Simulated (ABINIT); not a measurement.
## MoS2 (P6_3/mmc): Bethe-Salpeter spectra with ABINIT

Aim: follow the lowest exciton of MoS2 (P6_3/mmc) as the mesh is refined.

Program: ABINIT 10.8.3. Level of theory: PBE and many-body steps on it, plane waves. Results are calculated unless marked as measured.

The database entry behind the starting cell differs from later determinations by our own check (about 0.3 % long), so it need not match the best structure at ambient conditions.

### Step 1. Starting point

It takes space group P6_3/mmc (No. 194, hexagonal). The conventional cell has a = 3.169 Å, b = 3.169 Å, c = 12.324 Å, α = 90.00°, β = 90.00°, γ = 120.00°. Nearest to Mo lie 6 S at 2.41 Å. Nearest to S lie 3 Mo at 2.41 Å. Farther neighbours and most contacts between anions are not listed.

The cell and positions come from the Crystallography Open Database and are kept as given unless a step says otherwise.

### Step 2. Empty states on the mesh, 6×6×1 mesh, 190 bands

This step: ABINIT 10.8.3; DFT, PBE, plane waves, norm-conserving pseudopotentials.

The sums over transitions need many empty states on a uniform mesh; this step solves for them.

Contents of run.abi:

```
acell 3*1.0 Angstrom
rprim 
  3.169000000004 -0.000000000001 0.000000000000
  -1.584500000001 2.744434504597 0.000000000000
  0.000000000000 0.000000000000 12.324000000000
ntypat 2
znucl 42 16
natom 6
typat 1 1 2 2 2 2
xred 
  0.333333333333 0.666666666667 0.250000000000
  0.666666666667 0.333333333333 0.750000000000
  0.333333333333 0.666666666667 0.623000000000
  0.666666666667 0.333333333333 0.123000000000
  0.333333333333 0.666666666667 0.877000000000
  0.666666666667 0.333333333333 0.377000000000
pp_dirpath "pseudos"
pseudos "Mo.upf, S.upf"
ecut 36
ngkpt 6 6 1
nshiftk 1
shiftk 0 0 0
kptopt 1
chksymbreak 0
iscf -2
irdden 1
istwfk *1
nband 190
nbdbuf 16
tolwfr 1e-09
nstep 60
prtvol 0
indata_prefix "in"
outdata_prefix "out"
tmpdata_prefix "tmp"
```

On the command line:

```bash
OMP_NUM_THREADS=1 mpirun -n 7 abinit run.abi > log
```

Numbers of over 12 decimals in the logs are rounded to 6 here.

What it wrote:

```text
.Version 10.8.3 of ABINIT. v10.8.2 released Aug 2026.

 Symmetries : space group P6_3/m m c (#194); Bravais hP (primitive hexag.)
[... echo of the input left out ...]
== DATASET  1 ==================================================================
-   mpi_nproc: 7, omp_nthreads: 1 (-1 if OMP is not activated)

--- !DatasetInfo
iteration_state: {dtset: 1, }
dimensions: {natom: 6, nkpt: 7, mband: 190, nsppol: 1, nspinor: 1, nspden: 1, mpw: 7481, }
cutoff_energies: {ecut:  36.0, pawecutdg:  -1.0, }
[...]
2.49217    2.51679    2.51679    2.54766    2.55232    2.56540    2.56540    2.57091
   2.58190    2.59122    2.59122    2.60285    2.61248    2.61674    2.61674    2.64192
   2.64192    2.66147    2.67532    2.67551    2.68447    2.69993
 prteigrs : prtvol=0 or 1, do not print more k-points.

== END DATASET(S) ==============================================================
================================================================================

 -outvars: echo values of variables after computation  --------
            nband         190
             nkpt           7
          spgroup         194
 [... the other variables as echoed above ...]

 Calculation completed.
```

Run time: 88 s. Hardware: 7 MPI ranks of Intel Xeon at 2.80GHz (Skylake/Cascade Lake), shared host; peak memory 0.85 GiB.

This step gave:

- gap: 0.8887 eV
- k of the valence top: 0, 0, 0
- k of the conduction bottom: 0.1667, 0.1667, 0
- least direct gap: 1.654 eV
- k points computed: 7
- lowest point of the top converged band, above the valence top: 59.9309 eV

On this mesh the gap is 0.889 eV.

The density comes from a self-consistent run that is not shown.

### Step 3. Screening, 6×6×1 mesh, 174 bands, screening to 119.7 eV

The RPA dielectric matrix is built and inverted for each q.

This step: RPA screening on PBE, plane waves, norm-conserving pseudopotentials.

run.abi, as its differences from that of step 2:

```diff
@@ -24,10 +24,11 @@
 chksymbreak 0
-iscf -2
-irdden 1
 istwfk *1
-nband 190
-nbdbuf 16
-tolwfr 1e-09
-nstep 60
-prtvol 0
+occopt 1
+irdwfk 1
+optdriver 3
+nband 174
+ecuteps 4.4
+inclvkb 2
+awtr 1
+symchi 1
 indata_prefix "in"
```

On the command line:

```bash
OMP_NUM_THREADS=1 mpirun -n 8 abinit run.abi > log
```

What it wrote:

```text
.Version 10.8.3 of ABINIT. v10.8.2 released Aug 2026.

 Symmetries : space group P6_3/m m c (#194); Bravais hP (primitive hexag.)
[... echo of the input left out ...]
== DATASET  1 ==================================================================
-   mpi_nproc: 8, omp_nthreads: 1 (-1 if OMP is not activated)

--- !DatasetInfo
iteration_state: {dtset: 1, }
dimensions: {natom: 6, nkpt: 7, mband: 174, nsppol: 1, nspinor: 1, nspden: 1, mpw: 7481, }
cutoff_energies: {ecut:  36.0, pawecutdg:  -1.0, }
[...]
--------------------------------------------------------------------------------
[... chi0 elements left out ...]
 For q-point:  0.000010 0.000020 0.000030
  dielectric constant =  14.5368
  dielectric constant without local fields =  16.2954

  Average fulfillment of the sum rule on Im[epsilon] for q-point    1 :     79.06  [%]
[... wings left out ...]
  q-point number  2        q = ( 0.166667, 0.000000, 0.000000) [r.l.u.]
--------------------------------------------------------------------------------
[... chi0 elements left out ...]
  Average fulfillment of the sum rule on Im[epsilon] for q-point    2 :     81.36  [%]

 [... 5 further q-points ...]
```

It took 93 s on 8 MPI ranks; peak memory 2.7 GiB; 12 min of CPU time.

Numbers from this step:

| Property | Result |
| --- | --- |
| ε∞ with local fields, on this mesh, along the program's q direction | 14.54 |
| the same without local fields | 16.30 |
| plasma frequency | 25.86 eV |
| plane waves in the screening matrix | 315 |

Local fields lower ε∞ by 11 %. On a Γ-centred mesh this coarse the value itself is usually too large, while a short band sum pulls it down.

### Step 4. Self-energy, 6×6×1 mesh, 174 bands, screening to 119.7 eV

The self-energy is evaluated for the states that the input lists, and the levels follow from it, in one-shot runs by the linearised quasiparticle equation.

This step: G0W0 on PBE, plane waves, norm-conserving pseudopotentials.

run.abi, as its differences from that of step 3:

```diff
@@ -27,8 +27,19 @@
 irdwfk 1
-optdriver 3
+optdriver 4
 nband 174
+gwcalctyp 0
+ecutsigx 36
+symsigma 1
+nkptgw 3
+kptgw 
+  0.0000000000 0.0000000000 0.0000000000
+  0.1666666667 0.1666666667 0.0000000000
+  0.3333333333 0.3333333333 0.0000000000
+bdgw 
+  25 28
+  25 28
+  25 28
 ecuteps 4.4
-inclvkb 2
-awtr 1
-symchi 1
+irdscr 1
+ppmodel 1
 indata_prefix "in"
```

What it wrote:

```text
.Version 10.8.3 of ABINIT. v10.8.2 released Aug 2026.

 Symmetries : space group P6_3/m m c (#194); Bravais hP (primitive hexag.)
[... echo of the input left out ...]
== DATASET  1 ==================================================================
-   mpi_nproc: 8, omp_nthreads: 1 (-1 if OMP is not activated)

--- !DatasetInfo
iteration_state: {dtset: 1, }
dimensions: {natom: 6, nkpt: 7, mband: 174, nsppol: 1, nspinor: 1, nspden: 1, mpw: 7481, }
cutoff_energies: {ecut:  36.0, pawecutdg:  -1.0, }
[...]
Band     E0 <VxcDFT>   SigX SigC(E0)      Z dSigC/dE  Sig(E)    E-E0       E
[...]
27   9.486 -17.609 -13.378  -3.271   0.775  -0.291 -16.865   0.744  10.230
       28   9.486 -17.609 -13.378  -3.271   0.775  -0.291 -16.865   0.744  10.230

== END DATASET(S) ==============================================================
================================================================================

 -outvars: echo values of variables after computation  --------
           etotal      0.0000000000E+00
            nband         174
             nkpt           7
          spgroup         194
 [... the other variables as echoed above ...]

 Calculation completed.
```

Elapsed: 22 s, on 8 MPI ranks; peak memory 2.1 GiB.

Numbers from this step:

| Property | Result |
| --- | --- |
| G0W0 gap on the points computed | 1.189 eV |
| starting gap on the mesh | 0.8887 eV |
| k of the valence top | 0, 0, 0 |
| k of the conduction bottom | 0.1667, 0.1667, 0 |
| least direct G0W0 gap on the computed points | 2.151 eV |

The gap on the mesh goes from 0.89 eV to 1.19 eV, a correction of +0.30 eV.

The gap opens by 0.300 eV; the next steps shift the empty bands rigidly by 0.300 eV. The least direct G0W0 gap is 2.151 eV, so this shift leaves the direct transitions −0.20 eV off.

### Step 5. Excitons

Optical absorption needs the electron-hole interaction, solved here in a basis of vertical transitions on the mesh.

This step: Bethe-Salpeter equation on PBE with a scissors shift, plane waves, norm-conserving pseudopotentials.

run.abi, as its differences from that of step 4:

```diff
@@ -27,19 +27,17 @@
 irdwfk 1
-optdriver 4
-nband 174
-gwcalctyp 0
-ecutsigx 36
-symsigma 1
-nkptgw 3
-kptgw 
-  0.0000000000 0.0000000000 0.0000000000
-  0.1666666667 0.1666666667 0.0000000000
-  0.3333333333 0.3333333333 0.0000000000
-bdgw 
-  25 28
-  25 28
-  25 28
-ecuteps 4.4
+optdriver 99
+bs_calctype 1
+mbpt_sciss 0.300 eV
+bs_loband 19
+nband 34
+bs_exchange_term 1
+bs_coulomb_term 11
+bs_coupling 0
+bs_algorithm 1
+bs_freq_mesh 0 8 0.05 eV
+zcut 0.15 eV
+ecuteps 4
+ecutwfn 18
+inclvkb 2
 irdscr 1
-ppmodel 1
 indata_prefix "in"
```

What it wrote:

```text
.Version 10.8.3 of ABINIT. v10.8.2 released Aug 2026.

 Symmetries : space group P6_3/m m c (#194); Bravais hP (primitive hexag.)
[... echo of the input left out ...]
== DATASET  1 ==================================================================
-   mpi_nproc: 8, omp_nthreads: 1 (-1 if OMP is not activated)

--- !DatasetInfo
iteration_state: {dtset: 1, }
dimensions: {natom: 6, nkpt: 7, mband: 34, nsppol: 1, nspinor: 1, nspden: 1, mpw: 2644, }
cutoff_energies: {ecut:  18.0, pawecutdg:  -1.0, }
electrons: {nelect:   5.20000000E+01, charge:   0.00000000E+00, occopt:   1.00000000E+00, tsmear:   1.00000000E-02, }

 Exciton: Calculation of dielectric properties by solving the Bethe-Salpeter equation
 in frequency domain and reciprocal space on a transitions basis set.
 Based on a program developed by L. Reining, V. Olevano, F. Sottile,
 S. Albrecht, and G. Onida. Incorporated in ABINIT by M. Giantomassi.

.Using double precision arithmetic ; gwpc =  8

[... cell and pseudopotentials left out ...]
--------------------------------------------------------------------------------

 ==== K-mesh for the wavefunctions ====
 Number of points in the irreducible wedge :     7
[... list of points left out ...]
 Together with 24 symmetry operations and time-reversal symmetry
 yields    36 points in the full Brillouin Zone.

 ==== Q-mesh for the screening function ====
 Number of points in the irreducible wedge :     7
[... list of points left out ...]
 Together with 24 symmetry operations and time-reversal symmetry
 yields    36 points in the full Brillouin Zone.

 vcoul_init : cutoff-mode = AUXILIARY_FUNCTION
 q-points for optical limit:   1
     1)      0.000010    0.000020    0.000030
 setmesh: FFT mesh size selected  =    15x   15x   72
          total number of points  =        16200

 ==== Fundamental parameters for the solution of the Bethe-Salpeter equation: ====
 Algorithm: Direct diagonalization.
 Dimension of the v, W matrices,  npweps  = 291
 Cutoff for the wavefunctions,    npwwfn  = 2625
 Number of k-points in the IBZ,   nkibz   = 7
 Highest empty band included,     nband   = 34
 === Spin UP ===
 Number of resonant transitions          2304
 Lowest occupied state                   19
 Highest occupied state                  26
 Lowest unoccupied state                 27
 Highest unoccupied state                34
 Minimum frequency [eV]           Emin    =   0.00
 Maximum frequency [eV]           Emax    =   8.00
 Frequency step [eV]              dE      =   0.05
 Lorentzian broadening [eV]       eta     =   0.15
 RPA L0 with KS energies and KS wavefunctions
 Scissors operator energy [eV] =          0.30
 Local fields effects (v term) included
 Excitonic effects (W term) included
 Full W_GG' included
 W is read from an external SCR file
 Resonant-only calculation (Hermitian case)

 Calculating epsilon_Macro(q-->0,w), along the following directions:
 q = (  0.825414  0.000000  0.000000) [r.l.u.]
 q = (  0.000000  0.825414  0.000000) [r.l.u.]
 q = (  0.000000  0.000000  3.706557) [r.l.u.]
 q = (  0.953106 -0.476553  0.000000) [r.l.u.]
 q = ( -0.000000  0.825414  0.000000) [r.l.u.]
 q = (  0.000000  0.000000  3.706557) [r.l.u.]
 Number of electrons calculated from density =   51.9856; Expected =   52.0000
 average of density, n =  0.071872
 r_s =    1.4921
 omega_plasma =   25.8604 [eV]

. Writing resonant excitonic Hamiltonian on file out_BSR; file size=   0.04 [Gb].
 Direct diagonalization of the resonant excitonic Hamiltonian, Matrix size= 2304
. Using LAPACK sequential version.
 Excitonic eigenvalues in eV up to n=   32
   1.76586   1.76587   1.76668   1.76671   1.96745   1.96745   1.96777   1.96780
   2.22118   2.22120   2.24922   2.24924   2.37441   2.37462   2.38751   2.38754
   2.39414   2.39429   2.40798   2.45914   2.45986   2.46616   2.46701   2.46850
   2.47358   2.47766   2.49156   2.49416   2.49470   2.49933   2.50140   2.51491

 First excitonic eigenvalue=    1.77 [eV]
 Last  excitonic eigenvalue=   18.74 [eV]

 GW  direct gap       1.95  0.00 [eV]
 EXC direct gap       1.77  0.00 [eV]
 EXC binding energy   0.19  0.00 [eV]

 Excitonic eigenvalues up to the GW energy gap [eV]
  1 (  1.77  0.00)
  2 (  1.77  0.00)
  3 (  1.77  0.00)
  4 (  1.77  0.00)

 Macroscopic dielectric function:
 omega [eV] <KS_RPA_nlf>  <GW_RPA_nlf>  <BSE>
   0.0000  11.8815   0.0000  10.9261   0.0000  11.4429   0.0000
   0.0500  11.8848   0.0199  10.9285   0.0141  11.4460   0.0187
   0.1000  11.8946   0.0399  10.9354   0.0282  11.4552   0.0374
   0.1500  11.9109   0.0602  10.9470   0.0424  11.4706   0.0564
   0.2000  11.9340   0.0808  10.9633   0.0568  11.4922   0.0756
   0.2500  11.9639   0.1019  10.9844   0.0715  11.5202   0.0953
   0.3000  12.0007   0.1236  11.0104   0.0865  11.5547   0.1155
   0.3500  12.0448   0.1461  11.0414   0.1018  11.5959   0.1364
   0.4000  12.0963   0.1695  11.0774   0.1176  11.6441   0.1580
   0.4500  12.1556   0.1941  11.1187   0.1340  11.6994   0.1807

 Writing KS-RPA macroscopic dielectric function without local fields to file: out_RPA_NLF_MDF
 Writing GW-RPA macroscopic dielectric function without local fields to file: out_GW_NLF_MDF
 Writing EXC Macroscopic dielectric function to file: out_EXC_MDF

== END DATASET(S) ==============================================================
================================================================================

 -outvars: echo values of variables after computation  --------
           etotal      0.0000000000E+00
            nband          34
             nkpt           7
          spgroup         194
 [... the other variables as echoed above ...]

 Calculation completed.
```

Elapsed: 2.3 min, on 8 MPI ranks; peak memory 1.1 GiB.

This step gave:

```
direct gap of the transition levels                            : 1.954 eV
transitions in the window                                      : 2304
first strong exciton (over a fiftieth of the strongest listed) : 1.766 eV
lowest state                                                   : 1.766 eV
binding of the lowest state below the direct gap               : 0.1883 eV
Coulomb term of one mesh cell                                  : 0.1794 eV
```

The binding is 1.0 times the screened Coulomb term of one mesh cell (0.18 eV), so it is not shown settled.

The lowest state lies at 1.766 eV, 0.188 eV under the direct gap.

Lines within 3 meV are set at the lowest of them, and the highest group, which the list may cut short, is left out. Lines of the exciton spectrum (strongest = 100):

| position (eV) | lines merged | oscillator strength, relative |
| --- | --- | --- |
| 1.766 | 4 | 100 |
| 1.967 | 4 | 20 |
| 2.221 | 2 | 0.0 |
| 2.249 | 2 | 0.0 |
| 2.374 | 2 | 0.0 |

The ε₂ has structure finer than the step of the table below, so its rows give means over 0.25 eV, whole bins alone (the curve runs from 0 to 7.95 eV). Peaks (eV: height): BSE 1.800: 8.11, 2.700: 18.8, 3.400: 17.9, 4.300: 12.3; no electron-hole interaction 2.050: 7.35, 3.650: 18.3, 4.550: 14.3, 5.550: 14.9; Kohn-Sham, no shift 1.750: 7.32, 3.350: 18.3, 4.250: 14.3, 5.250: 14.9.

Mean over the three Cartesian directions of q; broadening 0.15 eV; transition window only. Limits: finite bands, cutoff and mesh; no spin-orbit coupling; coarse k mesh; exciton not shown settled in the k mesh. Table of ε₂ by photon energy; means over each step:

| photon energy (eV) | BSE | no electron-hole interaction | Kohn-Sham, no shift |
| --- | --- | --- | --- |
| 0.25 | 0.0961 | 0.0719 | 0.103 |
| 0.50 | 0.206 | 0.152 | 0.222 |
| 0.75 | 0.353 | 0.251 | 0.385 |
| 1.00 | 0.585 | 0.392 | 0.660 |
| 1.25 | 1.06 | 0.626 | 1.30 |
| 1.50 | 2.65 | 1.14 | 3.81 |
| 1.75 | 7.00 | 3.02 | 6.98 |
| 2.00 | 5.55 | 6.86 | 5.22 |
| 2.25 | 7.56 | 5.48 | 9.17 |
| 2.50 | 16.1 | 7.78 | 14.7 |
| 2.75 | 17.9 | 14.1 | 14.4 |
| 3.00 | 16.8 | 14.5 | 15.5 |
| 3.25 | 17.5 | 15.2 | 17.5 |
| 3.50 | 16.8 | 17.1 | 15.5 |
| 3.75 | 11.4 | 16.5 | 10.9 |
| 4.00 | 8.74 | 11.6 | 10.4 |
| 4.25 | 10.9 | 10.1 | 13.4 |
| 4.50 | 8.46 | 13.1 | 10.9 |
| 4.75 | 6.68 | 11.3 | 11.3 |
| 5.00 | 7.84 | 10.9 | 12.7 |
| 5.25 | 7.59 | 12.8 | 13.8 |
| 5.50 | 6.61 | 13.8 | 10.5 |
| 5.75 | 4.53 | 11.2 | 7.23 |
| 6.00 | 3.88 | 7.83 | 6.27 |
| 6.25 | 3.17 | 6.46 | 4.50 |
| 6.50 | 2.14 | 4.78 | 3.59 |
| 6.75 | 2.31 | 3.77 | 2.83 |
| 7.00 | 1.72 | 3.00 | 1.80 |
| 7.25 | 1.38 | 1.95 | 1.60 |
| 7.50 | 1.23 | 1.65 | 1.36 |
| 7.75 | 1.20 | 1.37 | 1.30 |

### Step 6. Triplet (no exchange term)

run.abi, as its differences from that of step 5:

```diff
@@ -32,3 +32,3 @@
 nband 34
-bs_exchange_term 1
+bs_exchange_term 0
 bs_coulomb_term 11
@@ -36,3 +36,3 @@
 bs_algorithm 1
-bs_freq_mesh 0 8 0.05 eV
+bs_freq_mesh 0 6 0.05 eV
 zcut 0.15 eV
```

What it wrote:

```text
.Version 10.8.3 of ABINIT. v10.8.2 released Aug 2026.

 Symmetries : space group P6_3/m m c (#194); Bravais hP (primitive hexag.)
[... echo of the input left out ...]
== DATASET  1 ==================================================================
-   mpi_nproc: 8, omp_nthreads: 1 (-1 if OMP is not activated)

--- !DatasetInfo
iteration_state: {dtset: 1, }
dimensions: {natom: 6, nkpt: 7, mband: 34, nsppol: 1, nspinor: 1, nspden: 1, mpw: 2644, }
cutoff_energies: {ecut:  18.0, pawecutdg:  -1.0, }
electrons: {nelect:   5.20000000E+01, charge:   0.00000000E+00, occopt:   1.00000000E+00, tsmear:   1.00000000E-02, }

 Exciton: Calculation of dielectric properties by solving the Bethe-Salpeter equation
 in frequency domain and reciprocal space on a transitions basis set.
 Based on a program developed by L. Reining, V. Olevano, F. Sottile,
 S. Albrecht, and G. Onida. Incorporated in ABINIT by M. Giantomassi.

.Using double precision arithmetic ; gwpc =  8

[... cell and pseudopotentials left out ...]
--------------------------------------------------------------------------------

 ==== K-mesh for the wavefunctions ====
 Number of points in the irreducible wedge :     7
[... list of points left out ...]
 Together with 24 symmetry operations and time-reversal symmetry
 yields    36 points in the full Brillouin Zone.

 ==== Q-mesh for the screening function ====
 Number of points in the irreducible wedge :     7
[... list of points left out ...]
 Together with 24 symmetry operations and time-reversal symmetry
 yields    36 points in the full Brillouin Zone.

 vcoul_init : cutoff-mode = AUXILIARY_FUNCTION
 q-points for optical limit:   1
     1)      0.000010    0.000020    0.000030
 setmesh: FFT mesh size selected  =    15x   15x   72
[...]
Number of electrons calculated from density =   51.9856; Expected =   52.0000
 average of density, n =  0.071872
 r_s =    1.4921
 omega_plasma =   25.8604 [eV]

. Writing resonant excitonic Hamiltonian on file out_BSR; file size=   0.04 [Gb].
 Direct diagonalization of the resonant excitonic Hamiltonian, Matrix size= 2304
. Using LAPACK sequential version.
 Excitonic eigenvalues in eV up to n=   32
   1.73517   1.73517   1.73932   1.73948   1.96036   1.96037   1.96138   1.96150
   2.21203   2.21209   2.23958   2.23965   2.32722   2.32769   2.34782   2.35795
   2.35802   2.38633   2.38662   2.40385   2.43645   2.43825   2.43935   2.44519
   2.44938   2.46434   2.46540   2.46840   2.47211   2.48273   2.48533   2.49464

 First excitonic eigenvalue=    1.74 [eV]
 Last  excitonic eigenvalue=    8.60 [eV]

 GW  direct gap       1.95  0.00 [eV]
 EXC direct gap       1.74  0.00 [eV]
 EXC binding energy   0.22  0.00 [eV]

 Excitonic eigenvalues up to the GW energy gap [eV]
  1 (  1.74  0.00)
  2 (  1.74  0.00)
  3 (  1.74  0.00)
  4 (  1.74  0.00)

 Macroscopic dielectric function:
 omega [eV] <KS_RPA_nlf>  <GW_RPA_nlf>  <BSE>
   0.0000  11.8815   0.0000  10.9261   0.0000  12.6853   0.0000
   0.0500  11.8848   0.0199  10.9285   0.0141  12.6892   0.0238
   0.1000  11.8946   0.0399  10.9354   0.0282  12.7008   0.0476
[...]
0.4000  12.0963   0.1695  11.0774   0.1176  12.9417   0.2026
   0.4500  12.1556   0.1941  11.1187   0.1340  13.0125   0.2320

 Writing KS-RPA macroscopic dielectric function without local fields to file: out_RPA_NLF_MDF
 Writing GW-RPA macroscopic dielectric function without local fields to file: out_GW_NLF_MDF
 Writing EXC Macroscopic dielectric function to file: out_EXC_MDF

== END DATASET(S) ==============================================================
================================================================================

 -outvars: echo values of variables after computation  --------
           etotal      0.0000000000E+00
            nband          34
             nkpt           7
          spgroup         194
 [... the other variables as echoed above ...]

 Calculation completed.
```

Wall time 2.3 min (8 MPI ranks); peak memory 1.1 GiB; 18 min of CPU time.

The lowest triplet lies at 1.735 eV; without spin-orbit coupling triplets are dark, so no spectrum is read.

(Continued in part 2 of 3.)

[Paths, hosts, dates, memory and timing lines, banners, echoed tables and standing remarks are left out of the program output.]

[Logs are printed without paths, hosts, clocks, repeated set-up lines and the standing remarks that a program may print on its own settings, such as how far it seeks lower states.]

[Runs of the session that timed out or met a known fault of the program may be left out.]

[Hosts, paths, dates, database ids (printed as entryN), source tags and the programs' standing remarks are cut or masked in the printed files.]

[G0W0 gaps are taken among the corrected bands and points alone; a level outside them can change the order at an edge.]

[Where Ansatz stands beside ABINIT at settings called matched, ABINIT's density can come from a denser mesh and the files from another edition; pairs whose starting gaps differed by over 0.03 eV were left out, so agreement reads better than it is.]
